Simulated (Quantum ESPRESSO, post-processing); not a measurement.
# Co(0001), stepped through the number of layers, part 10 of 10

What law, if any, do the results for Co(0001) follow against the number of layers?

Quantum ESPRESSO 7.5; plane-wave DFT, PBE, GBRV ultrasoft pseudopotentials.

So far. Step 9 (Self-consistent run, 10 layers): Inside the slab this potential holds the local part of the pseudopotentials, which can be repulsive at the nuclei; only its value in the vacuum has a meaning of its own. Step 10 (Relaxation with pw.x, 12 layers): The relaxation lowers the energy by 2 meV an atom. On the free atoms the largest force ends at 0.006 eV/Å.

## (11) Self-consistent run, 12 layers

Contents of m7.esm.in:

```
&control
  prefix = 'm7.esm'
  outdir = './out'
  pseudo_dir = './pseudo'
  calculation = 'scf'
  tprnfor = .true.
/
&system
  ibrav = 0
  nat = 12
  ntyp = 1
  ecutwfc = 40
  ecutrho = 200
  occupations = 'smearing'
  smearing = 'mv'
  degauss = 0.02
  assume_isolated = 'esm'
  esm_bc = 'bc1'
  nspin = 2
  starting_magnetization(1) = 0.28
/
&electrons
  conv_thr = 1e-08
  mixing_beta = 0.25
  electron_maxstep = 160
  mixing_mode = 'local-TF'
  mixing_ndim = 12
/
ATOMIC_SPECIES
  Co  58.9332  co_pbe_v1.2.uspp.F.UPF
CELL_PARAMETERS angstrom
  2.49074828400000 0.00000000000000 0.00000000000000
  1.24537414200000 2.15705128837650 0.00000000000000
  0.00000000000000 0.00000000000000 38.02444761763361
ATOMIC_POSITIONS crystal
  Co  0.666666666700 0.666666666700 -0.290935982900
  Co  0.000000000000 0.000000000000 -0.239484238000
  Co  0.666666666700 0.666666666700 -0.185577433300
  Co  0.000000000000 0.000000000000 -0.132555309500
  Co  0.666666666700 0.666666666700 -0.079533185700
  Co  0.000000000000 0.000000000000 -0.026511061900
  Co  0.666666666700 0.666666666700 0.026511061900
  Co  0.000000000000 0.000000000000 0.079533185700
  Co  0.666666666700 0.666666666700 0.132555309500
  Co  0.000000000000 0.000000000000 0.185577433300
  Co  0.666666666700 0.666666666700 0.239484238000
  Co  0.000000000000 0.000000000000 0.290935982900
K_POINTS automatic
  12 12 1 0 0 0
```

Started as:

```
$ OMP_NUM_THREADS=1 mpirun -n 4 pw.x -nk 4 -in m7.esm.in > m7.esm.out
```

The program printed:

```text
[banner, memory and clock lines left out]
Program PWSCF v.7.5 starts
[...]
Message from routine setup:
[...]
number of electrons       =       204.00
     number of Kohn-Sham states=          122
     kinetic-energy cutoff     =      40.0000  Ry
     charge density cutoff     =     200.0000  Ry
[...]
number of k points=    19  Marzari-Vanderbilt smearing, width (Ry)=  0.0200
[...]
Dense  grid:    66035 G-vectors     FFT dimensions: (  24,  24, 324)
[...]
negative rho (up, down):  6.899E-05 3.881E-05
     Starting wfcs are  156 randomized atomic wfcs
[...]
negative rho (up, down):  3.021E-02 1.217E-02
[...]
estimated scf accuracy    <      92.60891032 Ry
     total magnetization       =    24.42 Bohr mag/cell
     absolute magnetization    =    26.68 Bohr mag/cell
[...]
negative rho (up, down):  8.061E-02 3.349E-02
[...]
estimated scf accuracy    <      44.42427172 Ry
     total magnetization       =    27.84 Bohr mag/cell
     absolute magnetization    =    29.49 Bohr mag/cell
[...]
negative rho (up, down):  6.935E-02 3.203E-02
[...]
estimated scf accuracy    <       9.47237020 Ry
     total magnetization       =    20.66 Bohr mag/cell
     absolute magnetization    =    21.49 Bohr mag/cell
[...]
negative rho (up, down):  6.363E-02 3.084E-02
[...]
estimated scf accuracy    <       4.02687280 Ry
     total magnetization       =    20.92 Bohr mag/cell
     absolute magnetization    =    22.45 Bohr mag/cell
[...]
negative rho (up, down):  4.193E-02 3.162E-02
[...]
estimated scf accuracy    <       1.90569189 Ry
     total magnetization       =    21.39 Bohr mag/cell
     absolute magnetization    =    23.23 Bohr mag/cell
[...]
negative rho (up, down):  3.890E-02 3.233E-02
[...]
estimated scf accuracy    <       0.14274641 Ry
     total magnetization       =    21.45 Bohr mag/cell
     absolute magnetization    =    23.80 Bohr mag/cell
[...]
negative rho (up, down):  3.774E-02 3.378E-02
[...]
estimated scf accuracy    <       1.12324488 Ry
     total magnetization       =    21.30 Bohr mag/cell
     absolute magnetization    =    23.80 Bohr mag/cell
[...]
negative rho (up, down):  8.989E-02 6.618E-03
[...]
estimated scf accuracy    <       1.82111203 Ry
     total magnetization       =    21.43 Bohr mag/cell
     absolute magnetization    =    23.82 Bohr mag/cell
[...]
negative rho (up, down):  9.718E-02 4.199E-03
[...]
estimated scf accuracy    <       0.27648764 Ry
     total magnetization       =    20.53 Bohr mag/cell
     absolute magnetization    =    23.09 Bohr mag/cell
[...]
negative rho (up, down):  8.577E-02 3.448E-03
[...]
estimated scf accuracy    <       0.07496105 Ry
     total magnetization       =    20.33 Bohr mag/cell
     absolute magnetization    =    22.84 Bohr mag/cell
[...]
negative rho (up, down):  7.695E-02 2.254E-03
[...]
estimated scf accuracy    <       0.04678931 Ry
     total magnetization       =    20.33 Bohr mag/cell
     absolute magnetization    =    22.79 Bohr mag/cell
[...]
negative rho (up, down):  6.249E-02 1.697E-03
[...]
estimated scf accuracy    <       0.01960571 Ry
     total magnetization       =    20.29 Bohr mag/cell
     absolute magnetization    =    22.66 Bohr mag/cell
[...]
negative rho (up, down):  4.972E-02 1.664E-03
[...]
estimated scf accuracy    <       0.02988430 Ry
     total magnetization       =    20.29 Bohr mag/cell
     absolute magnetization    =    22.58 Bohr mag/cell
[...]
negative rho (up, down):  4.182E-02 1.710E-03
[...]
estimated scf accuracy    <       0.02923261 Ry
     total magnetization       =    20.27 Bohr mag/cell
     absolute magnetization    =    22.55 Bohr mag/cell
[...]
negative rho (up, down):  2.578E-02 3.854E-03
[...]
estimated scf accuracy    <       0.02650405 Ry
     total magnetization       =    20.29 Bohr mag/cell
     absolute magnetization    =    22.55 Bohr mag/cell
[...]
negative rho (up, down):  1.962E-02 4.171E-03
[...]
estimated scf accuracy    <       0.01345894 Ry
     total magnetization       =    20.32 Bohr mag/cell
     absolute magnetization    =    22.55 Bohr mag/cell
[...]
negative rho (up, down):  1.710E-02 2.611E-03
[...]
estimated scf accuracy    <       0.00354153 Ry
     total magnetization       =    20.30 Bohr mag/cell
     absolute magnetization    =    22.53 Bohr mag/cell
[...]
negative rho (up, down):  1.463E-02 2.734E-03
[...]
estimated scf accuracy    <       0.00218445 Ry
     total magnetization       =    20.30 Bohr mag/cell
     absolute magnetization    =    22.51 Bohr mag/cell
[...]
negative rho (up, down):  1.326E-02 2.832E-03
[...]
estimated scf accuracy    <       0.00200273 Ry
     total magnetization       =    20.30 Bohr mag/cell
     absolute magnetization    =    22.50 Bohr mag/cell
[...]
negative rho (up, down):  1.039E-02 4.299E-03
[...]
estimated scf accuracy    <       0.00174664 Ry
     total magnetization       =    20.30 Bohr mag/cell
     absolute magnetization    =    22.50 Bohr mag/cell
[...]
negative rho (up, down):  7.096E-03 6.044E-03
[...]
estimated scf accuracy    <       0.00149141 Ry
     total magnetization       =    20.29 Bohr mag/cell
     absolute magnetization    =    22.48 Bohr mag/cell
[...]
negative rho (up, down):  1.606E-03 8.162E-03
[...]
estimated scf accuracy    <       0.00119773 Ry
     total magnetization       =    20.28 Bohr mag/cell
     absolute magnetization    =    22.47 Bohr mag/cell
[...]
negative rho (up, down):  5.017E-07 8.133E-03
[...]
estimated scf accuracy    <       0.00067849 Ry
     total magnetization       =    20.28 Bohr mag/cell
     absolute magnetization    =    22.46 Bohr mag/cell
[...]
negative rho (up, down):  3.298E-08 4.113E-03
[...]
estimated scf accuracy    <       0.00031023 Ry
     total magnetization       =    20.28 Bohr mag/cell
     absolute magnetization    =    22.46 Bohr mag/cell
[...]
negative rho (up, down):  5.133E-05 9.620E-05
[...]
estimated scf accuracy    <       0.00006475 Ry
     total magnetization       =    20.29 Bohr mag/cell
     absolute magnetization    =    22.45 Bohr mag/cell
[...]
negative rho (up, down):  2.893E-05 4.505E-04
[...]
estimated scf accuracy    <       0.00002487 Ry
     total magnetization       =    20.27 Bohr mag/cell
     absolute magnetization    =    22.43 Bohr mag/cell
[...]
negative rho (up, down):  1.835E-04 3.265E-04
[...]
estimated scf accuracy    <       0.00001097 Ry
     total magnetization       =    20.27 Bohr mag/cell
     absolute magnetization    =    22.43 Bohr mag/cell
[...]
negative rho (up, down):  4.554E-05 8.699E-05
[...]
estimated scf accuracy    <       0.00000438 Ry
     total magnetization       =    20.28 Bohr mag/cell
     absolute magnetization    =    22.44 Bohr mag/cell
[...]
negative rho (up, down):  6.282E-06 9.160E-05
[...]
estimated scf accuracy    <       0.00000357 Ry
     total magnetization       =    20.28 Bohr mag/cell
     absolute magnetization    =    22.44 Bohr mag/cell
[...]
negative rho (up, down):  2.069E-05 1.713E-05
[...]
estimated scf accuracy    <       0.00000154 Ry
     total magnetization       =    20.28 Bohr mag/cell
     absolute magnetization    =    22.45 Bohr mag/cell
[...]
negative rho (up, down):  1.113E-04 2.188E-06
[...]
estimated scf accuracy    <       0.00000079 Ry
     total magnetization       =    20.28 Bohr mag/cell
     absolute magnetization    =    22.45 Bohr mag/cell
[...]
negative rho (up, down):  7.475E-05 4.906E-06
[...]
estimated scf accuracy    <       0.00000065 Ry
     total magnetization       =    20.28 Bohr mag/cell
     absolute magnetization    =    22.45 Bohr mag/cell
[...]
negative rho (up, down):  2.152E-04 1.344E-07
[...]
estimated scf accuracy    <       0.00000038 Ry
     total magnetization       =    20.28 Bohr mag/cell
     absolute magnetization    =    22.45 Bohr mag/cell
[...]
negative rho (up, down):  2.528E-04 3.991E-08
[...]
estimated scf accuracy    <       0.00000028 Ry
     total magnetization       =    20.28 Bohr mag/cell
     absolute magnetization    =    22.45 Bohr mag/cell
[...]
negative rho (up, down):  7.175E-05 7.635E-06
[...]
estimated scf accuracy    <       0.00000011 Ry
     total magnetization       =    20.28 Bohr mag/cell
     absolute magnetization    =    22.45 Bohr mag/cell
[...]
negative rho (up, down):  2.273E-05 4.838E-05
[...]
estimated scf accuracy    <       0.00000003 Ry
     total magnetization       =    20.28 Bohr mag/cell
     absolute magnetization    =    22.45 Bohr mag/cell
[...]
negative rho (up, down):  2.876E-06 1.230E-04
[...]
estimated scf accuracy    <       0.00000003 Ry
     total magnetization       =    20.28 Bohr mag/cell
     absolute magnetization    =    22.45 Bohr mag/cell
[...]
negative rho (up, down):  2.540E-05 2.469E-05
[...]
estimated scf accuracy    <       0.00000003 Ry
     total magnetization       =    20.28 Bohr mag/cell
     absolute magnetization    =    22.45 Bohr mag/cell
[...]
negative rho (up, down):  2.899E-05 1.054E-05
[...]
the Fermi energy is    -4.9862 ev
!    total energy              =   -3581.75976516 Ry
     estimated scf accuracy    <          2.6E-09 Ry
     smearing contrib. (-TS)   =       0.00657595 Ry
     internal energy E=F+TS    =   -3581.76634110 Ry
[...]
one-electron contribution =  412473.17532711 Ry
     hartree contribution      = -206280.54671360 Ry
     xc contribution           =    -392.09496364 Ry
     ewald contribution        = -209382.29999098 Ry
     total magnetization       =    20.28 Bohr mag/cell
     absolute magnetization    =    22.45 Bohr mag/cell
     convergence has been achieved in  39 iterations
     negative rho (up, down):  2.899E-05 1.054E-05
[...]
Total force =     0.006552     Total SCF correction =     0.000452
[...]
```

The job ended after 32 min (4 MPI ranks of Arm Neoverse N1, shared host; peak memory 1.2 GiB; 2.1 h of CPU time).

Numbers from this step:

* Fermi energy: -4.986 eV
* vacuum line at the lower end of the cell, over the Fermi level: 4.986 eV
* vacuum line at the upper end of the cell, over the Fermi level: 4.986 eV

Inside the slab this potential holds the local part of the pseudopotentials, which can be repulsive at the nuclei; only its value in the vacuum has a meaning of its own.

## (12) The series side by side

The series in one table:

```csv
the number of layers,energy (eV),work function (eV),moment (μB)
4 layers,-16243.1623,5.01,6.86
5 layers,-20304.3023,4.985,8.69
6 layers,-24365.4457,4.971,10.18
7 layers,-28426.5968,4.992,12.02
8 layers,-32487.7422,4.982,13.56
9 layers,-36548.8881,5.007,15.38
10 layers,-40610.0310,4.983,16.9
12 layers,-48732.3242,4.986,20.28
```

## (13) Worked from the printed numbers

γ = intercept/(2A) = 1.4277 eV / (2 × 5.373 Å²) × 16.02 = 2.13 J/m².

## (14) Outcome

```yaml
surface_energy_from_the_intercept: 2.13 J/m²
work_function_at_12_layers: 4.99 eV
```

In words: The series holds 8 members; surface energy from the intercept: 2.13 J/m²; work function at 12 layers: 4.99 eV (PBE, GBRV ultrasoft). A line through the energies of all but the thinnest slab has a slope of -4061.1460 eV a layer and leaves residuals that spread over 5 meV, worth 0.01 J/m². The bulk run gives -4061.1476 eV a layer, -1.6 meV from that slope; used for the thickest slab it would give 2.16 J/m². The work function spans 4.97 to 5.01 eV and over the last three members 0.02 eV. Unreconstructed faces. One mesh, so part of the swing with thickness is sampling.

Comparison with the measured values:

| quantity | measured | PBE, 12 layers |
| --- | --- | --- |
| work function, loosely compared (polycrystalline sample, no single face) (eV) | 5 | 4.99 (-0.01 eV) |

Measured values from arxiv:1902.07811 (2019).

Verdict: The work function, set beside that of the polycrystal, is off by -0.01 eV. A polycrystal averages over faces, so this is a loose comparison.

[Logs are printed without paths, hosts, clocks, repeated set-up lines and the standing remarks that a program may print on its own settings, such as how far it seeks lower states.]

[Hosts, paths, dates, database ids (printed as entryN), source tags and the programs' standing remarks are cut or masked in the printed files.]

[Maps of the electrostatic potential energy from Ansatz leave out the sawtooth potential of an applied field or a dipole correction, so their vacuum need not be flat; planar profiles and work functions include it.]
